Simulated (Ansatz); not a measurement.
**Is Al-W-Al stack of (100) layers a stable metal?**

Question: is the lattice of Al-W-Al stack of (100) layers stable, and if so, what are its coupling constant and resistivity?

Method: DFT PBEsol, scalar-relativistic, plane waves, PAW; PAW set soft_1, in Ansatz 0.2.0.

This is a report of a sequence of runs, with most program output left out.

### Step 1. The structure

The cell holds 3 atoms: 2 Al and 1 W. Its edges and angles: a = 2.815 Å, b = 2.815 Å, c = 14.981 Å, α = 90.0°, β = 90.0°, γ = 90.0°. Vacuum lies along c.

### Step 2. Relaxation

Lattice constant and positions set the bands and the force constants, so the cell is relaxed first.

The input, input.yaml:

```yaml
crystal:
  lattice:
    - [2.81524, 0.0, 0.0]
    - [0.0, 2.81524, 0.0]
    - [0.0, 0.0, 14.98135]
  atoms:
    - { symbol: Al, position: [0.0, 0.0, 0.36712311] }
    - { symbol: W, position: [0.5, 0.5, 0.5] }
    - { symbol: Al, position: [0.0, 0.0, 0.63287689] }
  periodic: [true, true, false]
kpoints:
  mp_grid: { grid: [10, 10, 1] }
hamiltonian:
  xc: pbesol
  pseudopotentials: { kind: paw, azcp: { folder: soft_1 }, xc_functional: pbe }
scf:
  occupations: { method: gaussian, width: 0.1 }
output:
  forces: true
  stress: true
  eigenvalues: true
relax:
  adjacent_minimum: "off"
  f_tol: 0.005
  max_steps: 80
  cell: { stress_2d_tol: 0.02 }
```

Started as:

```
$ ansatz run input.yaml --threads 4 --pin off --max-ram 12288MiB --backend cpu --events-out ev --progress --plain --runs-dir out
```

Elapsed: 17 s, on 4 threads of Arm Neoverse V1, shared host; peak memory 0.54 GiB.

Relaxation path:

| step | energy less that of the first step (eV) | largest force component (eV/Å) | volume (Å³) |
| --- | --- | --- | --- |
| 1 | 0.0000 | 0.0634 | 251.74 |
| 2 | -0.2239 | 0.4363 | 227.80 |
| 3 | -0.2536 | 0.0330 | 223.73 |
| 4 | -0.2565 | 0.0139 | 226.93 |
| 5 | -0.2569 | 0.0010 | 226.08 |
| 6 | -0.2569 | 0.0000 | 226.11 |
| 7* | -0.2561 | 0.0001 | 226.11 |

Relaxation steps marked * repeat the geometry before them on a plane-wave basis chosen anew for their cell, so energy and pressure can jump there.

Forces are held to the 16 operations that the run works with; a distortion that breaks them can't arise in this run.

| cell as run | before | after | change |
| --- | --- | --- | --- |
| a (Å) | 2.815 | 2.668 | -5.2 % |
| b (Å) | 2.815 | 2.668 | -5.2 % |

The atoms that moved most (Å, along periodic axes as changes of fractional coordinates times the final cell, across vacuum about the mean position):

```csv
atom,dx,dy,dz,length
Al1,0.000,0.000,-0.123,0.123
Al3,0.000,0.000,0.123,0.123
```

Final coordinates:

```cif
data_structure
_symmetry_space_group_name_H-M 'P 1'
_symmetry_Int_Tables_number 1
_cell_length_a 2.6681
_cell_length_b 2.6681
_cell_length_c 31.7627
_cell_angle_alpha 90.000
_cell_angle_beta 90.000
_cell_angle_gamma 90.000
_cell_volume 226.11
loop_
_atom_site_label
_atom_site_type_symbol
_atom_site_fract_x
_atom_site_fract_y
_atom_site_fract_z
_atom_site_occupancy
Al1 Al 0.00000 0.00000 0.16928 1
W2 W 0.50000 0.50000 0.23583 1
Al3 Al 0.00000 0.00000 0.30239 1
```

Numbers from this step:

```yaml
metallic_on_mesh: yes
gap_on_the_k_mesh: 0 eV
```

The relaxation ends with a largest force component of 1.0e-4 eV/Å.

### Step 3. Relaxing tightly for phonons

Residual forces and stress shift phonon frequencies, so the cell is relaxed again, with tight thresholds and the mesh and smearing of this input.

input.yaml, the sections that differ from step 2:

```yaml
crystal:
  lattice:
    - [2.6681097716, 0.0, 0.0]
    - [0.0, 2.6681097716, 0.0]
    - [0.0, 0.0, 31.762700784]
  atoms:
    - { symbol: Al, position: [0.0, 0.0, 0.169278511] }
    - { symbol: W, position: [0.5, 0.5, 0.2358324329] }
    - { symbol: Al, position: [0.0, 0.0, 0.3023863547] }
  periodic: [true, true, false]
kpoints:
  mp_grid: { grid: [12, 12, 1] }
scf:
  occupations: { method: methfessel_paxton, width: 0.2 }
relax:
  adjacent_minimum: "off"
  f_tol: 0.001
  max_steps: 60
  cell: { stress_2d_tol: 0.002 }
# hamiltonian, output: as in step 2
```

It took 14 s on 4 threads; peak memory 0.52 GiB.

Relaxation path:

```
step  energy less that of the first step (eV)  largest force component (eV/Å)  volume (Å³)
   1                                   0.0000                          0.0633       226.11
   2                                  -0.0020                          0.0266       227.39
   3                                  -0.0021                          0.0152       228.47
   4                                  -0.0023                          0.0000       228.00
   5                                  -0.0024                          0.0000       228.00
```

The log counts 1 steps on a newly chosen plane-wave basis, not all of them marked here; energy and pressure can jump at such steps.

```csv
cell as run,before,after,change
a (Å),2.668,2.679,+0.4 %
b (Å),2.668,2.679,+0.4 %
```

The atoms that moved most (Å, along periodic axes as changes of fractional coordinates times the final cell, across vacuum about the mean position):

| atom | dx | dy | dz | length |
| --- | --- | --- | --- | --- |
| Al1 | 0.000 | 0.000 | 0.026 | 0.026 |
| Al3 | 0.000 | 0.000 | -0.026 | 0.026 |

Final coordinates:

```cif
data_structure
_symmetry_space_group_name_H-M 'P 1'
_symmetry_Int_Tables_number 1
_cell_length_a 2.6792
_cell_length_b 2.6792
_cell_length_c 31.7627
_cell_angle_alpha 90.000
_cell_angle_beta 90.000
_cell_angle_gamma 90.000
_cell_volume 228.00
loop_
_atom_site_label
_atom_site_type_symbol
_atom_site_fract_x
_atom_site_fract_y
_atom_site_fract_z
_atom_site_occupancy
Al1 Al 0.00000 0.00000 0.17010 1
W2 W 0.50000 0.50000 0.23583 1
Al3 Al 0.00000 0.00000 0.30157 1
```

### Step 4. Phonons: q 2×2×1, k 6×6×1

Before any scattering is computed, the phonons show whether the structure is a minimum.

input.yaml, the sections that differ from step 3:

```yaml
crystal:
  lattice:
    - [2.679210703, 0.0, 0.0]
    - [0.0, 2.679210703, 0.0]
    - [0.0, 0.0, 31.762700784]
  atoms:
    - { symbol: Al, position: [0.0, 0.0, 0.1700988322] }
    - { symbol: W, position: [0.5, 0.5, 0.2358324329] }
    - { symbol: Al, position: [0.0, 0.0, 0.3015660336] }
  periodic: [true, true, false]
kpoints:
  mp_grid: { grid: [6, 6, 1] }
output:
  eigenvalues: true
phonons:
  method: dfpt
  qmesh: [2, 2, 1]
  temperatures: { t_max: 1000, t_step: 50 }
  qpath:
    path: [[0.0, 0.0, 0.0], [0.0, 0.5, 0.0], [0.5, 0.5, 0.0], [0.0, 0.0, 0.0]]
    npoints: 10
# hamiltonian, scf: as in step 3
# relax: removed
```

It took 42 s on 4 threads; peak memory 0.7 GiB.

Numbers from this step:

```
share of imaginary modes in the plain interpolation between solved wavevectors : 0.0705
highest frequency, solved or plainly interpolated                              : 347.5 cm⁻¹
```

Solved on the 2×2×1 mesh alone; all other wavevectors are interpolated. The phonon branches at the labelled points (cm⁻¹):

```
  point  branch 1  branch 2  branch 3  branch 4  branch 5  branch 6  branch 7  branch 8  branch 9
      Γ         0         0         0       128       128       137       137       171       226
halfway       -61       -26        98       115       123       197       202       257       262
      X       -87        53        63        88       157       163       236       332       348
halfway        86       118       167       173       212       222       251       314       342
      M       108       182       187       187       210       295       295       337       337
halfway        38       116       128       186       209       230       242       253       256
      Γ         0         0         0       128       128       137       137       171       226
```

Lowest modes at the softest wavevector of the mesh. The modes at q = (0.500, 0.000, 0.000) (shares of kinetic energy by element, %) (negative means imaginary):

```
mode  frequency (cm⁻¹)  Al %  W %
   1             -87.1     0  100
   2              52.7   100    0
   3              63.4     5   95
   4              87.7   100    0
   5             156.6    48   52
   6             163.3   100    0
```

Displacements in mode 1 (-87.1 cm⁻¹), the largest set to 1, in the home cell:
```
Al1 0.00 0.00 0.00
W2  0.00 1.00 0.00
Al3 0.00 0.00 0.00
```

Displacements in mode 4 (87.7 cm⁻¹), the largest set to 1, in the home cell:
```
Al1 0.00 1.00 0.00
W2  0.00 0.00 0.00
Al3 0.00 1.00 0.00
```

Among the solved wavevectors the lowest mode, translations apart, is -87.1 cm⁻¹, imaginary.

### Step 5. Phonons by linear response: q 3×3×1, k 9×9×1

An imaginary mode on so few k-points may come from the sampling, so the phonons are repeated with another q and k mesh.

Edit input.yaml of step 4 so:

```diff
@@ -11,3 +11,3 @@
 kpoints:
-  mp_grid: { grid: [6, 6, 1] }
+  mp_grid: { grid: [9, 9, 1] }
 hamiltonian:
@@ -21,3 +21,3 @@
   method: dfpt
-  qmesh: [2, 2, 1]
+  qmesh: [3, 3, 1]
   temperatures: { t_max: 1000, t_step: 50 }
```

Run time: 95 s. Hardware: 4 threads; peak memory 0.99 GiB.

Numbers from this step:

* share of imaginary modes in the plain interpolation between solved wavevectors: 0.0595
* highest frequency, solved or plainly interpolated: 341.5 cm⁻¹

Solved on the 3×3×1 mesh alone; all other wavevectors are interpolated. Phonon branches along the path, in cm⁻¹:

```csv
point,branch 1,branch 2,branch 3,branch 4,branch 5,branch 6,branch 7,branch 8,branch 9
Γ,0,0,0,139,139,145,145,196,250
halfway,-50,23,106,107,131,200,212,253,268
X,-56,61,72,107,129,175,227,321,342
halfway,99,111,137,191,213,239,256,330,335
M,132,151,151,205,210,332,332,338,338
halfway,49,77,137,204,209,221,240,258,278
Γ,0,0,0,139,139,145,145,196,250
```

Lowest modes at the softest wavevector of the mesh. Modes at q = (0.000, -0.333, 0.000), with each element's share of the kinetic energy (negative means imaginary):

```
mode  frequency (cm⁻¹)  Al %  W %
   1             -56.4    12   88
   2              50.7    16   84
   3              87.5   100    0
   4             120.3    29   71
   5             121.1    88   12
   6             195.6    92    8
```

Displacements in mode 1 (-56.4 cm⁻¹), the largest set to 1, in the home cell (x, y, z of the real part, then of the imaginary part):
```
Al1  0.56  0.00  0.00  0.36  0.00  0.00
W2   0.89  0.00  0.00 -0.46  0.00  0.00
Al3  0.56  0.00  0.00  0.36  0.00  0.00
```

Displacements in mode 3 (87.5 cm⁻¹), the largest set to 1, in the home cell:
```
Al1  1.00  0.00  0.00
W2   0.00  0.00  0.00
Al3 -1.00  0.00  0.00
```

The modes has structure finer than the step of the table below, so its rows give means over 10 cm⁻¹, whole bins alone (the curve runs from -67 to 361 cm⁻¹). Peaks (cm⁻¹: height): Al 143.0: 0.0230, 199.5: 0.0656, 210.3: 0.0641, 245.3: 0.0266, 269.5: 0.0191, 288.3: 0.0243, 331.4: 0.0418; W -50.9: 0.0130, -32.0: 0.0186, 70.3: 0.0199, 91.8: 0.0181, 129.5: 0.0306, 148.3: 0.0240, 213.0: 0.00933.

Phonopy on the run's constants, 21x21x1 mesh, Gaussian sigma 3.1 cm⁻¹. The modes by wavenumber; means over each step; values in 1/cm⁻¹/cell:

```csv
wavenumber (cm⁻¹),Al,W
-60,2.6e-4,0.00347
-50,9.1e-4,0.0100
-40,0.00114,0.00685
-30,0.00288,0.0150
-20,0.00150,0.00614
-10,8.5e-4,0.00310
0,4.5e-4,0.00171
10,6.8e-4,0.00545
20,0.00119,0.00763
30,0.00141,0.00800
40,0.00117,0.00878
50,0.00175,0.00962
60,0.00274,0.0113
70,0.00343,0.0170
80,0.00549,0.0143
90,0.00483,0.0156
100,0.00464,0.0142
110,0.00918,0.0168
120,0.0161,0.0205
130,0.0189,0.0273
140,0.0213,0.0210
150,0.0182,0.0187
160,0.0155,0.00275
170,0.0145,5.4e-4
180,0.0243,9.4e-4
190,0.0362,0.00121
200,0.0601,0.00353
210,0.0573,0.00758
220,0.0284,0.00663
230,0.0187,0.00420
240,0.0181,0.00325
250,0.0154,0.00163
260,0.0134,8.4e-4
270,0.0166,5.6e-4
280,0.0113,4.8e-4
290,0.0200,5.5e-4
300,0.0176,4.3e-4
310,0.0237,4.7e-4
320,0.0352,5.8e-4
330,0.0386,6.7e-4
340,0.0158,5.6e-4
350,3.8e-4,2.2e-5
```

No LO-TO term; unit eigenvectors of the mass-weighted matrix. Modes at Γ, with each element's share of the kinetic energy:

| mode | frequency (cm⁻¹) | symmetry | Al % | W % |
| --- | --- | --- | --- | --- |
| 1 | 0.0 | unnamed | 23 | 77 |
| 2 | 0.0 | unnamed | 23 | 77 |
| 3 | 0.0 | unnamed | 23 | 77 |
| 4 | 138.9 | Eg | 100 | 0 |
| 5 | 138.9 | Eg | 100 | 0 |
| 6 | 145.0 | Eu | 77 | 23 |
| 7 | 145.0 | Eu | 77 | 23 |
| 8 | 195.6 | A1g | 100 | 0 |
| 9 | 249.6 | A2u | 77 | 23 |

Displacements in mode 5 (138.9 cm⁻¹), the largest set to 1:
```
Al1 -1.00  0.00  0.00
W2   0.00  0.00  0.00
Al3  1.00  0.00  0.00
```

Displacements in mode 8 (195.6 cm⁻¹), the largest set to 1:
```
Al1  0.00  0.00 -1.00
W2   0.00  0.00  0.00
Al3  0.00  0.00  1.00
```

Among the solved wavevectors the lowest mode, translations apart, is -56.4 cm⁻¹, imaginary.

### Step 6. What came out

- phonon run of the rows without a label of their own: PBEsol, q 3×3×1, k 9×9×1
- softest mode on the q mesh: -56.4 cm⁻¹ at q = (0, -0.333, 0)
- highest frequency, solved or plainly interpolated: 342 cm⁻¹

**Reading.** The lattice is dynamically unstable at this level: a mode at q = (0, -0.333, 0) is imaginary, 56.4i cm⁻¹, so no harmonic coupling constant or resistivity is defined for this structure. These meshes are coarse, and single modes of a metal can move by tens of cm⁻¹ with the k mesh. The coarser mesh found an imaginary mode at another wavevector, which this mesh lacks. Spin–orbit coupling, left out here, matters for W. The PAW files were made for PBE; under other functionals the run regenerates their frozen core. The structure was built by hand as an ordered model, and its stability against other phases was not tested.

[Logs are printed without paths, hosts, clocks, repeated set-up lines and the standing remarks that a program may print on its own settings, such as how far it seeks lower states.]

[Hosts, paths, dates, database ids (printed as entryN), source tags and the programs' standing remarks are cut or masked in the printed files.]
